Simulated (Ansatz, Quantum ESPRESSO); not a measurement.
# Calcium (Fm-3m): phonons and the Eliashberg function, part 2 of 4

How strong is the electron-phonon coupling in Calcium (Fm-3m)?

Quantum ESPRESSO 7.5; DFT PBE, scalar-relativistic, plane waves, PseudoDojo norm-conserving pseudopotentials.

So far. Step 2 (A first look): No gap opens on this mesh, so smearing is kept; the start stands at -0.94 GPa. The relaxed cell has a = 5.486 Å (conventional setting).

### Step 5. Ground state

The response is built on this ground state, so it is converged far tighter than an energy would need. Smearing stays on, as the first look found no gap above 0.3 eV.

scf.in reads:

```
&control
   calculation = 'scf'
   prefix = 'x'
   outdir = './tmp'
   pseudo_dir = './pseudo'
   tprnfor = .true.
   tstress = .true.
/
&system
   ibrav = 0
   nat = 1
   ntyp = 1
   ecutwfc = 56.0
   occupations = 'smearing'
   smearing = 'mv'
   degauss = 0.02
/
&electrons
   conv_thr = 1.0d-12
   mixing_beta = 0.7
   electron_maxstep = 100
/
ATOMIC_SPECIES
 Ca     40.0780  Ca.upf
CELL_PARAMETERS angstrom
     0.000000000    2.743214063    2.743214063
     2.743214063    0.000000000    2.743214063
     2.743214063    2.743214063    0.000000000
ATOMIC_POSITIONS crystal
 Ca     0.000000000   0.000000000   0.000000000
K_POINTS automatic
 12 12 12 0 0 0
```

Run with:

```
$ OMP_NUM_THREADS=1 mpirun -n 4 pw.x -nk 4 -in scf.in > scf.out
```

The program printed:

```text
[banners, grids and lines that vanish by symmetry left out]
[banner, memory and clock lines left out]
Program PWSCF v.7.5

[...]
kinetic-energy cutoff     =      56.0000  Ry
     charge density cutoff     =     224.0000  Ry
     scf convergence threshold =      1.0E-12
[...]
(   1   4   3   4   0   0   0)
[...]
48 Sym. Ops., with inversion, found
[...]
number of k points=    72  Marzari-Vanderbilt smearing, width (Ry)=  0.0200
[...]
c_bands:  1 eigenvalues not converged
[...]
End of self-consistent calculation
[...]
the Fermi energy is     5.1830 ev
!    total energy              =     -77.42390674 Ry
[...]
convergence has been achieved in   8 iterations
     atom    1 type  1   force =     0.00000000    0.00000000    0.00000000
     Total force =     0.000000     Total SCF correction =     0.000000
          total   stress  (Ry/bohr**3)                   (kbar)     P=       -0.17
[...]
XML data file, charge density, pseudopotentials, collected wavefunctions
```

Wall time 7 s (4 MPI ranks of Arm Neoverse V1, shared host); peak memory of a rank 0.06 GiB; 28 s of CPU time.

The cell stands at -0.017 GPa, close enough for phonons.

### Step 6. Levels on a dense mesh

The coupling is a sum over pairs of states at the Fermi level and needs a much denser mesh than the density does.

scf_fit.in, as its differences from scf.in of step 5:

```diff
@@ -16,5 +16,6 @@
    degauss = 0.02
+   la2F = .true.
 /
 &electrons
-   conv_thr = 1.0d-12
+   conv_thr = 1.0d-10
    mixing_beta = 0.7
@@ -31,2 +32,2 @@
 K_POINTS automatic
- 12 12 12 0 0 0
+ 24 24 24 0 0 0
```

Run with:

```
$ OMP_NUM_THREADS=1 mpirun -n 4 pw.x -nk 4 -in scf_fit.in > scf_fit.out
```

The program printed:

```text
[banners, grids and lines that vanish by symmetry left out]
[banner, memory and clock lines left out]
Program PWSCF v.7.5

[...]
kinetic-energy cutoff     =      56.0000  Ry
     charge density cutoff     =     224.0000  Ry
     scf convergence threshold =      1.0E-10
[...]
(   1   4   3   4   0   0   0)
[...]
48 Sym. Ops., with inversion, found
[...]
number of k points=   413  Marzari-Vanderbilt smearing, width (Ry)=  0.0200
[...]
c_bands:  1 eigenvalues not converged
     c_bands:  1 eigenvalues not converged
     c_bands:  1 eigenvalues not converged
     c_bands:  1 eigenvalues not converged
     c_bands:  1 eigenvalues not converged
[...]
c_bands:  1 eigenvalues not converged
[...]
End of self-consistent calculation
     the Fermi energy is     5.1798 ev
!    total energy              =     -77.42393007 Ry
[...]
convergence has been achieved in   7 iterations
     atom    1 type  1   force =     0.00000000    0.00000000    0.00000000
     Total force =     0.000000     Total SCF correction =     0.000000
          total   stress  (Ry/bohr**3)                   (kbar)     P=       -0.13
[...]
XML data file, charge density, pseudopotentials, collected wavefunctions
```

The job ended after 33 s (4 MPI ranks; peak memory of a rank 0.08 GiB).

This step gave:

```yaml
pressure: -0.01300 GPa
```

### Step 7. Ground state

The run on the dense mesh left its levels for the electron-phonon sums; ph.x needs the ground state on the coarse mesh, so pw.x runs once more in the same folder.

scf.in is that of step 5.

Run with:

```
$ OMP_NUM_THREADS=1 mpirun -n 4 pw.x -nk 4 -in scf.in > scf.out
```

The program printed:

```text
[banners, grids and lines that vanish by symmetry left out]
[banner, memory and clock lines left out]
Program PWSCF v.7.5

[...]
kinetic-energy cutoff     =      56.0000  Ry
     charge density cutoff     =     224.0000  Ry
     scf convergence threshold =      1.0E-12
[...]
(   1   4   3   4   0   0   0)
[...]
48 Sym. Ops., with inversion, found
[...]
number of k points=    72  Marzari-Vanderbilt smearing, width (Ry)=  0.0200
[...]
c_bands:  1 eigenvalues not converged
[...]
End of self-consistent calculation
[...]
the Fermi energy is     5.1830 ev
!    total energy              =     -77.42390674 Ry
[...]
convergence has been achieved in   8 iterations
     atom    1 type  1   force =     0.00000000    0.00000000    0.00000000
     Total force =     0.000000     Total SCF correction =     0.000000
          total   stress  (Ry/bohr**3)                   (kbar)     P=       -0.17
[...]
XML data file, charge density, pseudopotentials, collected wavefunctions
```

Run time: 7 s. Hardware: 4 MPI ranks; peak memory of a rank 0.06 GiB; 28 s of CPU time.

Numbers from this step:

* pressure: -0.017 GPa

### Step 8. Linear response on the mesh

Linear response treats each wavevector in the unit cell, with no supercell; the 4×4×4 mesh fixes the range of the force constants to be had. The change of the potential is kept for the electron-phonon matrix elements.

ph.in reads:

```
phonons
&inputph
   prefix = 'x'
   outdir = './tmp'
   fildyn = 'x.dyn'
   tr2_ph = 1.0d-18
   alpha_mix(1) = 0.4
   nmix_ph = 8
   ldisp = .true.
   nq1 = 4
   nq2 = 4
   nq3 = 4
   electron_phonon = 'interpolated'
   fildvscf = 'dvscf'
   el_ph_sigma = 0.005
   el_ph_nsigma = 10
/
```

Run with:

```
$ OMP_NUM_THREADS=1 mpirun -n 4 ph.x -nk 4 -in ph.in > ph.out
```

The program printed:

```text
[banners, grids and lines that vanish by symmetry left out]
[banner, memory and clock lines left out]
Program PHONON v.7.5

     ./tmp/x.save/

     IMPORTANT: XC functional enforced from input :
     Exchange-correlation= PBE
                           (   1   4   3   4   0   0   0)
     Any further DFT definition will be discarded
     Please, verify this is what you really want

     G-vector sticks info

     Reading collected, re-writing distributed wavefunctions in ./tmp/

     Dynamical matrices for ( 4, 4, 4)  uniform grid of q-points
     (   8 q-points):
       N         xq(1)         xq(2)         xq(3)
       1   0.000000000   0.000000000   0.000000000
       2   0.176776695   0.176776695  -0.176776695
[...]
Number and degeneracy of irreps per q-point
       N         xq(1)         xq(2)         xq(3)   N irreps
       1   0.000000000   0.000000000   0.000000000       1
        3
       2   0.176776695   0.176776695  -0.176776695       2
        1   2
[...]
1   2
[...]
1   2
[...]
No degeneracy
[...]
No degeneracy
       7  -0.707106781   0.000000000   0.000000000       2
        1   2
       8  -0.707106781   0.353553391   0.000000000       2
        1   2

     Saving dvscf to file. Distribute only q points, not irreducible representations.

     Calculation of q =    0.0000000   0.0000000   0.0000000

     phonons

     bravais-lattice index     =            0
     lattice parameter (alat)  =       7.3312  a.u.
     unit-cell volume          =     278.6158 (a.u.)^3
     number of atoms/cell      =            1
     number of atomic types    =            1
     kinetic-energy cut-off    =      56.0000  Ry
     charge density cut-off    =     224.0000  Ry
     convergence threshold     =      1.0E-18
     beta                      =       0.4000
     number of iterations used =            8
     Exchange-correlation= PBE
                           (   1   4   3   4   0   0   0)

     celldm(1)=    7.33117  celldm(2)=    0.00000  celldm(3)=    0.00000
     celldm(4)=    0.00000  celldm(5)=    0.00000  celldm(6)=    0.00000

     crystal axes: (cart. coord. in units of alat)
               a(1) = (  0.0000  0.7071  0.7071 )
               a(2) = (  0.7071  0.0000  0.7071 )
               a(3) = (  0.7071  0.7071  0.0000 )

     reciprocal axes: (cart. coord. in units 2 pi/alat)
               b(1) = ( -0.7071  0.7071  0.7071 )
               b(2) = (  0.7071 -0.7071  0.7071 )
               b(3) = (  0.7071  0.7071 -0.7071 )

     Atoms inside the unit cell:

     Cartesian axes

     site n.  atom      mass           positions (alat units)
        1  Ca     40.0780   tau(    1) = (    0.00000    0.00000    0.00000  )

     Computing dynamical matrix for
                    q = (   0.0000000   0.0000000   0.0000000 )

     49 Sym.Ops. (with q -> -q+G )

     G cutoff =  304.9548  (  15665 G-vectors)     FFT grid: ( 36, 36, 36)

     number of k points=    72  Marzari-Vanderbilt smearing, width (Ry)=  0.0200

     PseudoPot. # 1 for Ca read from file:
     ./pseudo/Ca.upf
     Pseudo is Norm-conserving + core correction, Zval = 10.0

     Mode symmetry, O_h (m-3m)  point group:

     Atomic displacements:
     There are    1 irreducible representations

     Representation     1      3 modes -  To be done

     Alpha used in Ewald sum =   2.3000

     Representation #   1 modes #   1   2   3

     Self-consistent Calculation
      iter #   1   av.it.:   7.0
      thresh= 1.000E-02 alpha_mix =  0.400 |ddv_scf|^2 =  1.574E-06
      iter #   2   av.it.:  10.6
      thresh= 1.255E-04 alpha_mix =  0.400 |ddv_scf|^2 =  8.401E-08
[...]
End of self-consistent calculation

     Convergence has been achieved

     Number of q in the star =    1
     List of q in the star:
[...]
Diagonalizing the dynamical matrix

     q = (    0.000000000   0.000000000   0.000000000 )

 **************************************************************************
     freq (    1) =      -0.081593 [THz] =      -2.721659 [cm-1]
     freq (    2) =      -0.081593 [THz] =      -2.721659 [cm-1]
     freq (    3) =      -0.081593 [THz] =      -2.721659 [cm-1]
 **************************************************************************

     Mode symmetry, O_h (m-3m)  point group:

     freq (   1-   3) =         -2.7  [cm-1]   --> T_1u G_15  G_4- I
     Electron-phonon interaction  ...

     [... narrower broadenings left out ...]
     Gaussian Broadening:   0.020 Ry, ngauss=   0
     DOS =  8.197254 states/spin/Ry/Unit Cell at Ef=  5.168136 eV
     lambda(    1)=  0.0000   gamma=    0.14 GHz
     lambda(    2)=  0.0000   gamma=    0.14 GHz
     lambda(    3)=  0.0000   gamma=    0.13 GHz
     [... wider broadenings left out ...]

     Number of q in the star =    1
     List of q in the star:
[...]
Calculation of q =    0.1767767   0.1767767  -0.1767767
     [... set-up and bands at k+q left out ...]

     Mode symmetry, C_3v (3m)   point group:

     Atomic displacements:
     There are    2 irreducible representations

     Representation     1      1 modes -  To be done

[...]
Message from routine init_vloc:
     Interpolation table for Vloc re-allocated

     Alpha used in Ewald sum =   2.3000

     Representation #   1 mode #   1

     Self-consistent Calculation

[...]
[... iterations left out ...]
[...]
End of self-consistent calculation

     Convergence has been achieved

     Representation #   2 modes #   2   3

[...]
[... iterations left out ...]
[...]
Convergence has been achieved

[...]
Diagonalizing the dynamical matrix

     q = (    0.176776695   0.176776695  -0.176776695 )

[...]
freq (    1) =       1.606532 [THz] =      53.588148 [cm-1]
     freq (    2) =       1.606532 [THz] =      53.588148 [cm-1]
     freq (    3) =       3.529249 [THz] =     117.723078 [cm-1]
[...]
Mode symmetry, C_3v (3m)   point group:

     freq (   1-   2) =         53.6  [cm-1]   --> E    L_3
     freq (   3-   3) =        117.7  [cm-1]   --> A_1  L_1
     Electron-phonon interaction  ...

     [... narrower broadenings left out ...]
     Gaussian Broadening:   0.020 Ry, ngauss=   0
     DOS =  8.197254 states/spin/Ry/Unit Cell at Ef=  5.168136 eV
     lambda(    1)=  0.0903   gamma=    1.83 GHz
     lambda(    2)=  0.0903   gamma=    1.83 GHz
     lambda(    3)=  0.0751   gamma=    7.32 GHz
     [... wider broadenings left out ...]

[...]
[... set-up and bands at k+q left out ...]

     Mode symmetry, D_3d (-3m)  point group:

[...]
Representation #   1 mode #   1

[...]
Convergence has been achieved

     Representation #   2 modes #   2   3

[...]
Convergence has been achieved

[...]
q = (   -0.353553391  -0.353553391   0.353553391 )

[...]
freq (    1) =       2.336009 [THz] =      77.920873 [cm-1]
     freq (    2) =       2.336009 [THz] =      77.920873 [cm-1]
     freq (    3) =       4.757838 [THz] =     158.704398 [cm-1]
[...]
Mode symmetry, D_3d (-3m)  point group:

     freq (   1-   2) =         77.9  [cm-1]   --> E_u  L_3'
     freq (   3-   3) =        158.7  [cm-1]   --> A_2u L_2'
[...]
lambda(    1)=  0.0206   gamma=    0.88 GHz
     lambda(    2)=  0.0205   gamma=    0.88 GHz
     lambda(    3)=  0.0517   gamma=    9.17 GHz
[...]
Mode symmetry, C_4v (4mm)  point group:

[...]
Convergence has been achieved

     Representation #   2 modes #   2   3

[...]
Convergence has been achieved

[...]
q = (    0.353553391   0.000000000   0.000000000 )

[...]
freq (    1) =       2.753984 [THz] =      91.863005 [cm-1]
     freq (    2) =       2.753984 [THz] =      91.863005 [cm-1]
     freq (    3) =       3.406730 [THz] =     113.636279 [cm-1]
[...]
Mode symmetry, C_4v (4mm)  point group:

     freq (   1-   2) =         91.9  [cm-1]   --> E    G_5 D_5
     freq (   3-   3) =        113.6  [cm-1]   --> A_1  G_1 D_1
[...]
lambda(    1)=  0.0099   gamma=    0.59 GHz
     lambda(    2)=  0.0099   gamma=    0.59 GHz
     lambda(    3)=  0.0563   gamma=    5.12 GHz
[...]
Mode symmetry, C_s (m)     point group:

[...]
Convergence has been achieved

[...]
Convergence has been achieved

[...]
Convergence has been achieved

[...]
q = (   -0.176776695  -0.530330086   0.530330086 )

[...]
freq (    1) =       3.202945 [THz] =     106.838738 [cm-1]
     freq (    2) =       3.568649 [THz] =     119.037302 [cm-1]
     freq (    3) =       4.683492 [THz] =     156.224461 [cm-1]
[...]
Mode symmetry, C_s (m)     point group:

     freq (   1-   1) =        106.8  [cm-1]   --> A''
     freq (   2-   2) =        119.0  [cm-1]   --> A'
     freq (   3-   3) =        156.2  [cm-1]   --> A'
[...]
lambda(    1)=  0.0171   gamma=    1.37 GHz
     lambda(    2)=  0.0204   gamma=    2.03 GHz
     lambda(    3)=  0.0375   gamma=    6.44 GHz
[...]
Mode symmetry, C_2v (mm2)  point group:

[...]
Convergence has been achieved

[...]
Convergence has been achieved

[...]
Convergence has been achieved

[...]
q = (    0.000000000  -0.353553391   0.353553391 )

[...]
freq (    1) =       2.239060 [THz] =      74.686994 [cm-1]
     freq (    2) =       3.754569 [THz] =     125.238955 [cm-1]
     freq (    3) =       4.167660 [THz] =     139.018172 [cm-1]
[...]
Mode symmetry, C_2v (mm2)  point group:

     freq (   1-   1) =         74.7  [cm-1]   --> B_1  D_3  S_3
     freq (   2-   2) =        125.2  [cm-1]   --> B_2  D_4  S_4
     freq (   3-   3) =        139.0  [cm-1]   --> A_1  D_1  S_1
[...]
lambda(    1)=  0.0679   gamma=    2.66 GHz
     lambda(    2)=  0.0059   gamma=    0.65 GHz
     lambda(    3)=  0.1014   gamma=   13.78 GHz
[...]
Calculation of q =   -0.7071068   0.0000000   0.0000000
     [... set-up and bands at k+q left out ...]

     Mode symmetry, D_4h(4/mmm) point group:

     Atomic displacements:
     There are    2 irreducible representations

[...]
Alpha used in Ewald sum =   2.3000

     Representation #   1 mode #   1

[...]
Convergence has been achieved

     Representation #   2 modes #   2   3

[...]
Convergence has been achieved

[...]
Diagonalizing the dynamical matrix

     q = (   -0.707106781   0.000000000   0.000000000 )

[...]
freq (    1) =       3.910404 [THz] =     130.437044 [cm-1]
     freq (    2) =       3.910404 [THz] =     130.437044 [cm-1]
     freq (    3) =       5.097408 [THz] =     170.031238 [cm-1]
[...]
Mode symmetry, D_4h(4/mmm) point group:

     freq (   1-   2) =        130.4  [cm-1]   --> E_u  X_5' M_5'
     freq (   3-   3) =        170.0  [cm-1]   --> A_2u X_4' M_4'
     Electron-phonon interaction  ...

     [... narrower broadenings left out ...]
     Gaussian Broadening:   0.020 Ry, ngauss=   0
     DOS =  8.197254 states/spin/Ry/Unit Cell at Ef=  5.168136 eV
     lambda(    1)=  0.0049   gamma=    0.59 GHz
     lambda(    2)=  0.0052   gamma=    0.62 GHz
     lambda(    3)=  0.0301   gamma=    6.12 GHz
     [... wider broadenings left out ...]

[...]
Calculation of q =   -0.7071068   0.3535534   0.0000000
     [... set-up and bands at k+q left out ...]

     Mode symmetry, D_2d (-42m) point group:

     Atomic displacements:
     There are    2 irreducible representations

     Representation     1      1 modes -  To be done

     Representation     2      2 modes -  To be done

     Alpha used in Ewald sum =   2.3000

     Representation #   1 mode #   1

     Self-consistent Calculation

[...]
[... iterations left out ...]
[...]
End of self-consistent calculation

     Convergence has been achieved

     Representation #   2 modes #   2   3

     Self-consistent Calculation

      iter #   1   av.it.:   7.4
      thresh= 1.000E-02 alpha_mix =  0.400 |ddv_scf|^2 =  1.773E-05

      [... iterations left out ...]
      iter #  10   av.it.:  11.4
      thresh= 6.332E-10 alpha_mix =  0.400 |ddv_scf|^2 =  2.114E-19

     End of self-consistent calculation

     Convergence has been achieved

     Number of q in the star =    6
     List of q in the star:
[...]
Diagonalizing the dynamical matrix

     q = (   -0.707106781   0.353553391   0.000000000 )

 **************************************************************************
     freq (    1) =       3.305906 [THz] =     110.273140 [cm-1]
     freq (    2) =       4.545808 [THz] =     151.631838 [cm-1]
     freq (    3) =       4.545808 [THz] =     151.631838 [cm-1]
 **************************************************************************

     Mode symmetry, D_2d (-42m) point group:

     freq (   1-   1) =        110.3  [cm-1]   --> B_2  X_3  W_2
     freq (   2-   3) =        151.6  [cm-1]   --> E    X_5  W_3
     Electron-phonon interaction  ...

     [... narrower broadenings left out ...]
     Gaussian Broadening:   0.020 Ry, ngauss=   0
     DOS =  8.197254 states/spin/Ry/Unit Cell at Ef=  5.168136 eV
     lambda(    1)=  0.0311   gamma=    2.66 GHz
     lambda(    2)=  0.0126   gamma=    2.04 GHz
     lambda(    3)=  0.0126   gamma=    2.05 GHz
     [... wider broadenings left out ...]

     Number of q in the star =    6
     List of q in the star:
[...]
5   0.353553391  -0.000000000  -0.707106781
          6  -0.353553391   0.000000000   0.707106781


[key lines of the parts left out:]
the Fermi energy is     5.1830 ev
```

Elapsed: 32 min, on 4 MPI ranks; peak memory of a rank 0.09 GiB.

Read from the output:

| Quantity | Value |
| --- | --- |
| largest acoustic frequency at the zone centre before the sum rule | -2.72 cm⁻¹ |
| lowest mode on the q mesh (acoustic ones at the zone centre apart) | 53.6 cm⁻¹ |

Frequencies (cm⁻¹) at each irreducible wavevector; negative means imaginary. Frequencies by wavevector:

```
  q (fractions)  star  mode 1  mode 2  mode 3
          0 0 0     1    -2.7    -2.7    -2.7
       0 0 0.25     8    53.6    53.6   117.7
       0 0 -0.5     4    77.9    77.9   158.7
    0 0.25 0.25     6    91.9    91.9   113.6
    0 0.25 -0.5    24   106.8     119   156.2
   0 0.25 -0.25    12    74.7   125.2     139
    0 -0.5 -0.5     3   130.4   130.4     170
0.25 -0.5 -0.25     6   110.3   151.6   151.6
```

Couplings of single modes at a Gaussian broadening of 0.02 Ry, as ph.x prints them. Mode couplings:

```
  q (fractions)  mode  frequency (cm⁻¹)       λ  linewidth γ (GHz)
       0 0 0.25     1             53.59  0.0903               1.83
       0 0 0.25     2             53.59  0.0903               1.83
       0 0 0.25     3             117.7  0.0751               7.32
       0 0 -0.5     1             77.92  0.0206               0.88
       0 0 -0.5     2             77.92  0.0205               0.88
       0 0 -0.5     3             158.7  0.0517               9.17
    0 0.25 0.25     1             91.86  0.0099               0.59
    0 0.25 0.25     2             91.86  0.0099               0.59
    0 0.25 0.25     3             113.6  0.0563               5.12
    0 0.25 -0.5     1             106.8  0.0171               1.37
    0 0.25 -0.5     2               119  0.0204               2.03
    0 0.25 -0.5     3             156.2  0.0375               6.44
   0 0.25 -0.25     1             74.69  0.0679               2.66
   0 0.25 -0.25     2             125.2  0.0059               0.65
   0 0.25 -0.25     3               139  0.1014              13.78
    0 -0.5 -0.5     1             130.4  0.0049               0.59
    0 -0.5 -0.5     2             130.4  0.0052               0.62
    0 -0.5 -0.5     3               170  0.0301               6.12
0.25 -0.5 -0.25     1             110.3  0.0311               2.66
0.25 -0.5 -0.25     2             151.6  0.0126               2.04
0.25 -0.5 -0.25     3             151.6  0.0126               2.05
```

The acoustic modes at Γ come out as far as 2.7 cm⁻¹ from zero, where they should vanish, a small numerical error.

[end of part 2 of 4]

[Long decimals in the printed logs are rounded to 6 places.]

[Host names, launcher messages, clock columns and parts of forces and stress are left out of these logs.]

[Logs are printed without paths, hosts, clocks, repeated set-up lines and the standing remarks that a program may print on its own settings, such as how far it seeks lower states.]

[Hosts, paths, dates, database ids (printed as entryN), source tags and the programs' standing remarks are cut or masked in the printed files.]

[Where Elk ran, warnings of its patched build on accuracy (core leakage, angular cutoffs, spin-orbit splittings, empty states, lower magnetic states) are left out.]

[Sessions in which a second program contradicted a gradient-corrected response are left out of this set, so agreement between programs is selected.]
